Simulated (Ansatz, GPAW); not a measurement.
# BAs (110), 5 units in an electric field, part 2 of 3

How does BAs (110), 5 units screen a perpendicular field?

GPAW 26.7.0 and Ansatz 0.2.0; Ansatz plane waves; layer without images along its normal, relaxation of atoms and in-plane cell (the session's first sound run).

So far. Step 2 (Relaxing the atoms): The relaxation lowered the energy of the cell by 1.66 eV.

**3. Plane waves, PBE**

With the geometry fixed, the planar mean of the potential gives the vacuum level on each side.

This step: GPAW, PAW setups; slab in vacuum (GPAW 26.7.0).

The cell differs from the one that the last finished run ended in (c 37.320 → 21.137 Å).

The input, run.py:

```python
import json
import numpy as np
from ase import Atoms
from gpaw import GPAW, PW

slab = Atoms(
    ['B', 'As', 'B', 'As', 'B', 'As', 'B', 'As', 'B', 'As'],
    positions=[
        [1.68541, 2.64487, 7.55725],
        [-0.00000, 3.65010, 7.00000],
        [-0.00000, -0.07821, 8.85368],
        [1.68541, 1.11392, 8.86035],
        [1.68541, 2.35744, 10.56845],
        [-0.00000, 3.56869, 10.56845],
        [-0.00000, -0.07821, 12.28322],
        [1.68541, 1.11392, 12.27656],
        [1.68541, 2.64487, 13.57966],
        [-0.00000, 3.65010, 14.13691]],
    cell=[[3.37082, 0.0, 0.0], [0.0, 4.84412, 0.0], [0.0, 0.0, 21.1369]],
    pbc=[True, True, False])

slab.calc = GPAW(mode=PW(500), xc='PBE', kpts={'size': (8, 6, 1), 'gamma': True},
                 occupations={'name': 'fermi-dirac', 'width': 0.05}, nbands='140%',
                 convergence={'density': 1e-05}, maxiter=200,
                 poissonsolver={'dipolelayer': 'xy'},
                 symmetry={'tolerance': 1e-3}, txt='slab.txt')
result = {}
energy = slab.get_potential_energy()
fermi = slab.calc.get_fermi_level()
v = slab.calc.get_electrostatic_potential().mean((0, 1)) - fermi
n = slab.calc.get_pseudo_density().mean((0, 1))
L = slab.cell[2, 2]
z = np.arange(len(v)) * L / len(v)
low, high = slab.positions[:, 2].min(), slab.positions[:, 2].max()
below, above = np.interp([low - 4.8, high + 4.8], z, v)
slopes = [np.interp(x, z, np.gradient(v, z)) for x in (low - 4.8, high + 4.8)]
eps = np.array([[slab.calc.get_eigenvalues(k, s) for k in range(len(slab.calc.get_ibz_k_points()))]
                for s in range(slab.calc.get_number_of_spins())]) - fermi
top, bottom = eps[eps < 0].max(), eps[eps > 0].min()
dipole = slab.get_dipole_moment()[2]
print(f'energy {energy:.4f} eV, Fermi level {fermi:.4f} eV, dipole {dipole:.5f} e A')
print(f'potential 4.8 A off the faces, from the Fermi level: lower {below:.4f} eV, upper {above:.4f} eV')
print(f'slope of the potential there: lower {slopes[0]:.5f}, upper {slopes[1]:.5f} eV/A')
print(f'nearest levels on the mesh: {top:.4f} and {bottom:.4f} eV')
print('magnetic moment', round(slab.get_magnetic_moment(), 3))
result.update(energy=energy, fermi=fermi, dipole=dipole, below=below, above=above, slopes=slopes, edges=[top, bottom],
              z=z.tolist(), v=v.tolist(), n=n.tolist(), positions=slab.positions.tolist(),
              forces=slab.get_forces(apply_constraint=False).tolist(), moments=slab.get_magnetic_moments().tolist())
json.dump(result, open('result.json', 'w'))
```

Run with:

```bash
$ OMP_NUM_THREADS=1 OPENBLAS_NUM_THREADS=2 python run.py
```

What it wrote:

```text
energy -53.9964 eV, Fermi level 0.1080 eV, dipole 0.00004 e A
potential 4.8 A off the faces, from the Fermi level: lower 4.9550 eV, upper 4.9532 eV
slope of the potential there: lower -0.00011, upper 0.00011 eV/A
nearest levels on the mesh: -0.1778 and 0.2339 eV
magnetic moment 0.0
```

It took 71 s on 2 threads of AMD EPYC 7R32 (Zen 2), shared host; peak memory 0.35 GiB.

Numbers from this step:

| Property | Result |
| --- | --- |
| dipole along the normal | 3.89e-5 e·Å |
| levels nearest the Fermi level on the mesh | -0.1778, 0.2339 eV from the Fermi level |
| upper work function | 4.953 eV |
| lower work function | 4.955 eV |
| upper ionisation energy | 5.131 eV |

The electrostatic potential energy of an electron (without an applied field's), less the Fermi level, planar mean by z:

z (Å), electrostatic potential energy of an electron (without an applied field's), less the Fermi level, planar mean (eV) and a bar from the least value:
```
      0.0        5.0 ##############################
      0.5        5.0 ##############################
      1.0        5.0 ##############################
      1.5        5.0 ##############################
      2.0        5.0 ##############################
      2.5        5.0 ##############################
      3.0        5.0 ##############################
      3.5        5.0 ##############################
      4.0        4.9 ##############################
      4.5        4.9 ##############################
      5.0        4.8 ##############################
      5.5        4.5 #############################
      6.0        3.1 ###########################
      6.5       -2.0 ###################
      7.0       -9.8 #######
      7.5       -8.4 #########
      8.0       -3.2 #################
      8.5       -8.6 #########
      9.0      -13.3 ##
      9.5       -3.4 #################
     10.0       -4.4 ################
     10.5      -14.3 
     11.0       -6.9 ############
     11.5       -2.4 ###################
     12.0      -10.4 ######
     12.5      -11.8 ####
     13.0       -3.3 #################
     13.5       -6.9 ############
     14.0      -10.1 #######
     14.5       -4.4 ###############
     15.0        2.2 ##########################
     15.5        4.3 #############################
     16.0        4.8 ##############################
     16.5        4.9 ##############################
     17.0        4.9 ##############################
     17.5        5.0 ##############################
     18.0        5.0 ##############################
     18.5        5.0 ##############################
     19.0        5.0 ##############################
     19.5        5.0 ##############################
     20.0        5.0 ##############################
     20.5        5.0 ##############################
     21.0        5.0 ##############################
```

Pseudo valence density, planar mean against z:

z (Å), pseudo valence density, planar mean (e/Å³) and a bar from the least value:
```
     0.00      0.000 
     0.57      0.000 
     1.13      0.000 
     1.70      0.000 
     2.26      0.000 
     2.83      0.000 
     3.40      0.000 
     3.96      0.000 
     4.53      0.001 
     5.10      0.006 #
     5.66      0.031 ###
     6.23      0.128 ############
     6.79      0.181 #################
     7.36      0.304 ############################
     7.93      0.309 ############################
     8.49      0.326 ##############################
     9.06      0.270 #########################
     9.62      0.290 ###########################
    10.19      0.312 #############################
    10.76      0.264 ########################
    11.32      0.291 ###########################
    11.89      0.313 #############################
    12.46      0.270 #########################
    13.02      0.314 #############################
    13.59      0.321 ##############################
    14.15      0.170 ################
    14.72      0.177 ################
    15.29      0.052 #####
    15.85      0.011 #
    16.42      0.002 
    16.98      0.000 
    17.55      0.000 
    18.12      0.000 
    18.68      0.000 
    19.25      0.000 
    19.82      0.000 
    20.38      0.000 
    20.95      0.000
```

Force by atom:

| atom | x (eV/Å) | y (eV/Å) | z (eV/Å) | size |
| --- | --- | --- | --- | --- |
| B1 | 0.0000 | -0.0140 | -0.0048 | 0.0149 |
| As2 | 0.0000 | 0.0427 | -0.0511 | 0.0666 |
| B3 | 0.0000 | -0.0092 | -0.0058 | 0.0108 |
| As4 | 0.0000 | -0.0191 | 0.0107 | 0.0219 |
| B5 | 0.0000 | -0.0066 | 0.0000 | 0.0066 |
| As6 | 0.0000 | 0.0057 | 0.0000 | 0.0057 |
| B7 | 0.0000 | -0.0092 | 0.0058 | 0.0108 |
| As8 | 0.0000 | -0.0191 | -0.0107 | 0.0219 |
| B9 | 0.0000 | -0.0140 | 0.0048 | 0.0149 |
| As10 | 0.0000 | 0.0427 | 0.0511 | 0.0666 |

The layer is gapped, so the Fermi level lies somewhere inside the gap, set by smearing and numerics, and these work functions are no property of the material; the band edges below the vacuum level are. The potential is flat to 1.1e-4 eV/Å where it is read, so the vacuum is wide enough. The geometry is the other program's minimum; here the largest force on a free atom is 0.067 eV/Å.

**4. Field on**

A uniform field along the normal polarises the slab; the atoms stay fixed, so this is the electronic response alone.

Edit run.py of step 3 so:

```diff
@@ -4,2 +4,3 @@
 from gpaw import GPAW, PW
+from gpaw.external import ConstantElectricField
 
@@ -25,2 +26,3 @@
                  poissonsolver={'dipolelayer': 'xy'},
+                 external=ConstantElectricField(-0.2, [0, 0, 1]),
                  symmetry={'tolerance': 1e-3}, txt='slab.txt')
```

What it wrote:

```text
energy -54.0123 eV, Fermi level 0.1007 eV, dipole -0.15909 e A
potential 4.8 A off the faces, from the Fermi level: lower 4.0817 eV, upper 5.8445 eV
slope of the potential there: lower -0.00007, upper 0.00018 eV/A
nearest levels on the mesh: -0.1708 and 0.2041 eV
magnetic moment 0.0
```

Elapsed: 1.8 min, on 2 threads; peak memory 0.45 GiB.

Numbers from this step:

- dipole along the normal: -0.1591 e·Å
- levels nearest the Fermi level on the mesh: -0.1708, 0.2041 eV from the Fermi level
- potential below the slab, the applied field's own ramp left out: 4.082 eV from the Fermi level
- potential above the slab, the applied field's own ramp left out: 5.845 eV from the Fermi level

Table of electrostatic potential energy of an electron (without an applied field's), less the Fermi level, planar mean by z:

z (Å), electrostatic potential energy of an electron (without an applied field's), less the Fermi level, planar mean (eV) and a bar from the least value:
```
      0.0        5.0 #############################
      0.5        4.1 ###########################
      1.0        4.1 ###########################
      1.5        4.1 ###########################
      2.0        4.1 ###########################
      2.5        4.1 ###########################
      3.0        4.1 ###########################
      3.5        4.1 ###########################
      4.0        4.1 ###########################
      4.5        4.1 ###########################
      5.0        4.0 ###########################
      5.5        3.6 ###########################
      6.0        2.3 #########################
      6.5       -2.7 #################
      7.0      -10.5 ######
      7.5       -9.0 ########
      8.0       -3.6 ################
      8.5       -9.0 ########
      9.0      -13.6 #
      9.5       -3.6 ################
     10.0       -4.5 ###############
     10.5      -14.3 
     11.0       -6.8 ###########
     11.5       -2.2 ##################
     12.0      -10.1 ######
     12.5      -11.4 ####
     13.0       -2.9 #################
     13.5       -6.4 ############
     14.0       -9.5 #######
     14.5       -3.7 ################
     15.0        3.0 ##########################
     15.5        5.1 #############################
     16.0        5.7 ##############################
     16.5        5.8 ##############################
     17.0        5.8 ##############################
     17.5        5.8 ##############################
     18.0        5.8 ##############################
     18.5        5.8 ##############################
     19.0        5.8 ##############################
     19.5        5.8 ##############################
     20.0        5.8 ##############################
     20.5        5.8 ##############################
     21.0        5.3 #############################
```

Force by atom:

| atom | x (eV/Å) | y (eV/Å) | z (eV/Å) | size |
| --- | --- | --- | --- | --- |
| B1 | 0.0000 | 0.0019 | -0.0005 | 0.0020 |
| As2 | 0.0000 | 0.0529 | -0.0526 | 0.0746 |
| B3 | 0.0000 | -0.0192 | -0.0138 | 0.0236 |
| As4 | 0.0000 | -0.0294 | 0.0146 | 0.0328 |
| B5 | 0.0000 | -0.0069 | -0.0059 | 0.0090 |
| As6 | 0.0000 | 0.0059 | 0.0049 | 0.0077 |
| B7 | 0.0000 | 0.0006 | -0.0019 | 0.0020 |
| As8 | 0.0000 | -0.0081 | -0.0070 | 0.0107 |
| B9 | 0.0000 | -0.0298 | 0.0102 | 0.0315 |
| As10 | 0.0000 | 0.0321 | 0.0519 | 0.0611 |

The dipole is now -0.159 e Å, against 3.9e-5 in the run without a field.

**5. Field on**

Edit run.py of step 4 so:

```diff
@@ -26,3 +26,3 @@
                  poissonsolver={'dipolelayer': 'xy'},
-                 external=ConstantElectricField(-0.2, [0, 0, 1]),
+                 external=ConstantElectricField(-0.1, [0, 0, 1]),
                  symmetry={'tolerance': 1e-3}, txt='slab.txt')
```

What it wrote:

```text
energy -54.0004 eV, Fermi level 0.1061 eV, dipole -0.07953 e A
potential 4.8 A off the faces, from the Fermi level: lower 4.5158 eV, upper 5.3971 eV
slope of the potential there: lower -0.00009, upper 0.00014 eV/A
nearest levels on the mesh: -0.1760 and 0.2211 eV
magnetic moment 0.0
```

The job ended after 97 s (2 threads; peak memory 0.44 GiB).

Numbers from this step:

* dipole along the normal: -0.07953 e·Å
* levels nearest the Fermi level on the mesh: -0.1760, 0.2211 eV from the Fermi level
* potential below the slab, the applied field's own ramp left out: 4.516 eV from the Fermi level
* potential above the slab, the applied field's own ramp left out: 5.397 eV from the Fermi level

Electrostatic potential energy of an electron (without an applied field's), less the Fermi level, planar mean against z:

| z (Å) | electrostatic potential energy of an electron (without an applied field's), less the Fermi level, planar mean (eV) |
| --- | --- |
| 0.0 | 4.96 |
| 0.5 | 4.52 |
| 1.0 | 4.52 |
| 1.5 | 4.52 |
| 2.0 | 4.52 |
| 2.5 | 4.52 |
| 3.0 | 4.52 |
| 3.5 | 4.51 |
| 4.0 | 4.51 |
| 4.5 | 4.49 |
| 5.0 | 4.41 |
| 5.5 | 4.07 |
| 6.0 | 2.67 |
| 6.5 | -2.35 |
| 7.0 | -10.1 |
| 7.5 | -8.70 |
| 8.0 | -3.40 |
| 8.5 | -8.83 |
| 9.0 | -13.4 |
| 9.5 | -3.53 |
| 10.0 | -4.41 |
| 10.5 | -14.3 |
| 11.0 | -6.85 |
| 11.5 | -2.29 |
| 12.0 | -10.2 |
| 12.5 | -11.6 |
| 13.0 | -3.10 |
| 13.5 | -6.66 |
| 14.0 | -9.81 |
| 14.5 | -4.04 |
| 15.0 | 2.64 |
| 15.5 | 4.69 |
| 16.0 | 5.22 |
| 16.5 | 5.35 |
| 17.0 | 5.39 |
| 17.5 | 5.39 |
| 18.0 | 5.40 |
| 18.5 | 5.40 |
| 19.0 | 5.40 |
| 19.5 | 5.40 |
| 20.0 | 5.40 |
| 20.5 | 5.40 |
| 21.0 | 5.13 |

Force by atom:

| atom | x (eV/Å) | y (eV/Å) | z (eV/Å) | size |
| --- | --- | --- | --- | --- |
| B1 | 0.0000 | -0.0062 | -0.0025 | 0.0067 |
| As2 | 0.0000 | 0.0478 | -0.0515 | 0.0703 |
| B3 | 0.0000 | -0.0141 | -0.0097 | 0.0171 |
| As4 | 0.0000 | -0.0243 | 0.0126 | 0.0274 |
| B5 | 0.0000 | -0.0067 | -0.0029 | 0.0073 |
| As6 | 0.0000 | 0.0058 | 0.0024 | 0.0063 |
| B7 | 0.0000 | -0.0042 | 0.0019 | 0.0047 |
| As8 | 0.0000 | -0.0136 | -0.0090 | 0.0163 |
| B9 | 0.0000 | -0.0218 | 0.0073 | 0.0230 |
| As10 | 0.0000 | 0.0374 | 0.0511 | 0.0633 |

The dipole is now -0.0795 e Å, against 3.9e-5 in the run without a field.

**6. In a field**

Edit run.py of step 5 so:

```diff
@@ -26,3 +26,3 @@
                  poissonsolver={'dipolelayer': 'xy'},
-                 external=ConstantElectricField(-0.1, [0, 0, 1]),
+                 external=ConstantElectricField(-0.05, [0, 0, 1]),
                  symmetry={'tolerance': 1e-3}, txt='slab.txt')
```

What it wrote:

```text
energy -53.9974 eV, Fermi level 0.1075 eV, dipole -0.03977 e A
potential 4.8 A off the faces, from the Fermi level: lower 4.7343 eV, upper 5.1750 eV
slope of the potential there: lower -0.00010, upper 0.00012 eV/A
nearest levels on the mesh: -0.1773 and 0.2294 eV
magnetic moment 0.0
```

Elapsed: 99 s, on 2 threads; peak memory 0.44 GiB.

The electrostatic potential energy of an electron (without an applied field's), less the Fermi level, planar mean oscillates, so the rows of the table below give means over windows of 1.7 Å about each position, cut where the curve ends. Its maxima inside the range that stand out by 2 % of the span (Å: eV): 8.0: -3.20, 9.7: -2.25, 11.4: -2.17, 13.1: -2.97. Its minima: 7.1: -10.3, 8.9: -14.8, 10.6: -14.8, 12.3: -14.7, 14.1: -9.99.

The electrostatic potential energy of an electron (without an applied field's), less the Fermi level, planar mean by z; means over each step:

| z (Å) | electrostatic potential energy of an electron (without an applied field's), less the Fermi level, planar mean (eV) |
| --- | --- |
| 0.85 | 4.76 |
| 2.55 | 4.73 |
| 4.25 | 4.70 |
| 5.95 | 1.53 |
| 7.65 | -7.04 |
| 9.35 | -7.75 |
| 11.05 | -7.67 |
| 12.75 | -8.04 |
| 14.45 | -4.05 |
| 16.15 | 4.92 |
| 17.85 | 5.17 |
| 19.55 | 5.18 |

**7. In a field**

Edit run.py of step 6 so:

```diff
@@ -26,3 +26,3 @@
                  poissonsolver={'dipolelayer': 'xy'},
-                 external=ConstantElectricField(-0.05, [0, 0, 1]),
+                 external=ConstantElectricField(0.05, [0, 0, 1]),
                  symmetry={'tolerance': 1e-3}, txt='slab.txt')
```

What it wrote:

```text
energy -53.9974 eV, Fermi level 0.1075 eV, dipole 0.03977 e A
potential 4.8 A off the faces, from the Fermi level: lower 5.1750 eV, upper 4.7343 eV
slope of the potential there: lower -0.00012, upper 0.00010 eV/A
nearest levels on the mesh: -0.1773 and 0.2294 eV
magnetic moment 0.0
```

Run time: 97 s. Hardware: 2 threads; peak memory 0.44 GiB.

Electrostatic potential energy of an electron (without an applied field's), less the Fermi level, planar mean against z:

z (Å), electrostatic potential energy of an electron (without an applied field's), less the Fermi level, planar mean (eV) and a bar from the least value:
```
      0.0        5.0 ##############################
      0.5        5.2 ##############################
      1.0        5.2 ##############################
      1.5        5.2 ##############################
      2.0        5.2 ##############################
      2.5        5.2 ##############################
      3.0        5.2 ##############################
      3.5        5.2 ##############################
      4.0        5.2 ##############################
      4.5        5.1 ##############################
      5.0        5.1 ##############################
      5.5        4.7 #############################
      6.0        3.3 ###########################
      6.5       -1.8 ###################
      7.0       -9.6 #######
      7.5       -8.3 #########
      8.0       -3.0 #################
      8.5       -8.5 #########
      9.0      -13.2 ##
      9.5       -3.4 #################
     10.0       -4.3 ###############
     10.5      -14.3 
     11.0       -6.9 ###########
     11.5       -2.4 ##################
     12.0      -10.4 ######
     12.5      -11.9 ####
     13.0       -3.4 #################
     13.5       -7.1 ###########
     14.0      -10.3 ######
     14.5       -4.6 ###############
     15.0        2.0 #########################
     15.5        4.1 ############################
     16.0        4.6 #############################
     16.5        4.7 #############################
     17.0        4.7 #############################
     17.5        4.7 #############################
     18.0        4.7 #############################
     18.5        4.7 #############################
     19.0        4.7 #############################
     19.5        4.7 #############################
     20.0        4.7 #############################
     20.5        4.7 #############################
     21.0        4.9 ##############################
```

[end of part 2 of 3]

[Logs are printed without paths, hosts, clocks, repeated set-up lines and the standing remarks that a program may print on its own settings, such as how far it seeks lower states.]

[Hosts, paths, dates, database ids (printed as entryN), source tags and the programs' standing remarks are cut or masked in the printed files.]
